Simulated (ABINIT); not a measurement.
# CaO (Fm-3m): G0W0 in ABINIT against the bands in the self-energy

Wanted: the cheapest bands in the self-energy that holds the gap of CaO (Fm-3m).

Method: PBE and many-body steps on it, plane waves, in ABINIT 10.8.3.

This is a report of a sequence of runs, with most program output left out.

### 1. Starting point

It takes space group Fm-3m (No. 225, cubic). Conventional cell: a = 4.807 Å, b = 4.807 Å, c = 4.807 Å, α = 90.00°, β = 90.00°, γ = 90.00°. Nearest to Ca lie 6 O at 2.40 Å. Nearest to O lie 6 Ca at 2.40 Å. Farther neighbours and most contacts between anions are not listed.

The cell and positions are those that the Materials Project relaxed with its own functionals (PBE, PBE+U or r2SCAN), kept fixed.

### 2. Screening, 4×4×4 mesh, 90 bands, screening to 217.7 eV

This step: ABINIT 10.8.3; RPA screening on PBE, plane waves, norm-conserving pseudopotentials.

The RPA dielectric matrix is built and inverted for each q.

Input file run.abi:

```
acell 3*1.0 Angstrom
rprim 
  -0.000000000000 2.403555696000 2.403555696000
  2.403555696000 -0.000000000000 2.403555696000
  2.403555696000 2.403555696000 -0.000000000000
ntypat 2
znucl 20 8
natom 2
typat 1 2
xred 
  0.000000000000 0.000000000000 0.000000000000
  0.500000000000 0.500000000000 0.500000000000
pp_dirpath "pseudos"
pseudos "Ca.upf, O.upf"
ecut 36
ngkpt 4 4 4
nshiftk 1
shiftk 0 0 0
kptopt 1
chksymbreak 0
istwfk *1
occopt 1
irdwfk 1
optdriver 3
nband 90
ecuteps 8
inclvkb 2
awtr 1
symchi 1
indata_prefix "in"
outdata_prefix "out"
tmpdata_prefix "tmp"
```

The run is started by

```
> OMP_NUM_THREADS=1 mpirun -n 4 abinit run.abi > log
```

Wall time 9.1 s (4 MPI ranks of Arm Neoverse V2, shared host); peak memory 0.55 GiB; 36 s of CPU time.

This step gave:

| Quantity | Value |
| --- | --- |
| ε∞ with local fields, on this mesh, along the program's q direction | 3.670 |
| the same without local fields | 4.028 |
| plasma frequency | 28.19 eV |
| plane waves in the screening matrix | 181 |

Local fields lower ε∞ by 9 %. On a Γ-centred mesh this coarse the value itself is usually too large, while a short band sum pulls it down.

### 3. 16 bands

This step: G0W0 on PBE, plane waves, norm-conserving pseudopotentials.

Edit run.abi of step 2 so:

```diff
@@ -23,8 +23,17 @@
 irdwfk 1
-optdriver 3
-nband 90
+optdriver 4
+nband 16
+gwcalctyp 0
+ecutsigx 36
+symsigma 1
+nkptgw 2
+kptgw 
+  0.0000000000 0.0000000000 0.0000000000
+  0.5000000000 0.5000000000 0.0000000000
+bdgw 
+  6 12
+  7 10
 ecuteps 8
-inclvkb 2
-awtr 1
-symchi 1
+irdscr 1
+ppmodel 1
 indata_prefix "in"
```

Run time: 2.8 s. Hardware: 4 MPI ranks; peak memory 0.14 GiB.

Numbers from this step:

```
G0W0 gap on the points computed              : 5.474 eV
starting gap on the mesh                     : 3.662 eV
k of the valence top                         : 0, 0, 0
k of the conduction bottom                   : 0.5, 0.5, 0
Z at the valence top                         : 0.794
Z at the conduction bottom                   : 0.862
least direct G0W0 gap on the computed points : 5.933 eV
```

### 4. 28 bands

The self-energy is evaluated for the states that the input lists, and the levels follow from it, in one-shot runs by the linearised quasiparticle equation.

Edit run.abi of step 3 so:

```diff
@@ -24,3 +24,3 @@
 optdriver 4
-nband 16
+nband 28
 gwcalctyp 0
```

It took 3.3 s on 4 MPI ranks; peak memory 0.45 GiB.

This step gave:

- G0W0 gap on the points computed: 5.57 eV
- starting gap on the mesh: 3.662 eV
- k of the valence top: 0, 0, 0
- k of the conduction bottom: 0.5, 0.5, 0
- Z at the valence top: 0.787
- Z at the conduction bottom: 0.854
- least direct G0W0 gap on the computed points: 5.901 eV

The gap on the mesh goes from 3.66 eV to 5.57 eV, a correction of +1.91 eV.

### 5. 56 bands

Edit run.abi of step 4 so:

```diff
@@ -24,3 +24,3 @@
 optdriver 4
-nband 28
+nband 56
 gwcalctyp 0
```

The job ended after 4.3 s (4 MPI ranks; peak memory 0.48 GiB).

Numbers from this step:

```
G0W0 gap on the points computed              : 5.67 eV
starting gap on the mesh                     : 3.662 eV
k of the valence top                         : 0, 0, 0
k of the conduction bottom                   : 0.5, 0.5, 0
least direct G0W0 gap on the computed points : 6.064 eV
```

Against the run before, the gap moves by +0.100 eV.

### 6. 90 bands

Edit run.abi of step 5 so:

```diff
@@ -24,3 +24,3 @@
 optdriver 4
-nband 56
+nband 90
 gwcalctyp 0
```

It took 5.7 s on 4 MPI ranks; peak memory 0.48 GiB; 22 s of CPU time.

This step gave:

* G0W0 gap on the points computed: 5.741 eV
* starting gap on the mesh: 3.662 eV
* k of the valence top: 0, 0, 0
* k of the conduction bottom: 0.5, 0.5, 0
* least direct G0W0 gap on the computed points: 6.167 eV

Against the run before, the gap moves by +0.071 eV.

### 7. The runs together

Times are wall times on 4 MPI ranks of Arm Neoverse V2, shared host, good to a factor of about two. A run's time includes the screening step that it read.

```csv
run,mesh,bands,screening cutoff (eV),DFT gap (eV),gap on the mesh (eV),direct (eV),ε∞ used,time
16 bands,4×4×4,16,217.7,3.662,5.474,5.933,3.67,12 s
28 bands,4×4×4,28,217.7,3.662,5.570,5.901,3.67,12 s
56 bands,4×4×4,56,217.7,3.662,5.670,6.064,3.67,13 s
90 bands,4×4×4,90,217.7,3.662,5.741,6.167,3.67,15 s
```

### 8. Summary of results

* 16 bands: 5.474 eV
* 28 bands: 5.570 eV
* 56 bands: 5.670 eV
* 90 bands: 5.741 eV
* known limits: not at the basis limit; coarse k mesh

The setting moved: bands in the self-energy. From 16 bands to 90 bands the gap moves by +0.27 eV. The last step still moves it by +0.071 eV. Bands and screening cutoff are coupled, so a series along one setting does not show full convergence. Bands and cutoff are finite, so the gap is not at the basis limit. The miss can reach some tenths of an eV and take either sign; the mesh is an error of its own. In the first G0W0 run levels were corrected at 2 k points alone, so a gap called «on the mesh» is the least over those, and an edge elsewhere would be missed. The 4×4×4 mesh is coarse for this cell, which bears on the long-range parts of exchange and screening.

[Paths, hosts, dates, memory and timing lines, banners, echoed tables and standing remarks are left out of the program output.]

[Logs are printed without paths, hosts, clocks, repeated set-up lines and the standing remarks that a program may print on its own settings, such as how far it seeks lower states.]

[Runs of the session that timed out or met a known fault of the program may be left out.]

[No measured gap is set beside runs whose start may be inverted or whose files or cutoffs have a known fault.]

[Hosts, paths, dates, database ids (printed as entryN), source tags and the programs' standing remarks are cut or masked in the printed files.]

[G0W0 gaps are taken among the corrected bands and points alone; a level outside them can change the order at an edge.]

[Where Ansatz stands beside ABINIT at settings called matched, ABINIT's density can come from a denser mesh and the files from another edition; pairs whose starting gaps differed by over 0.03 eV were left out, so agreement reads better than it is.]
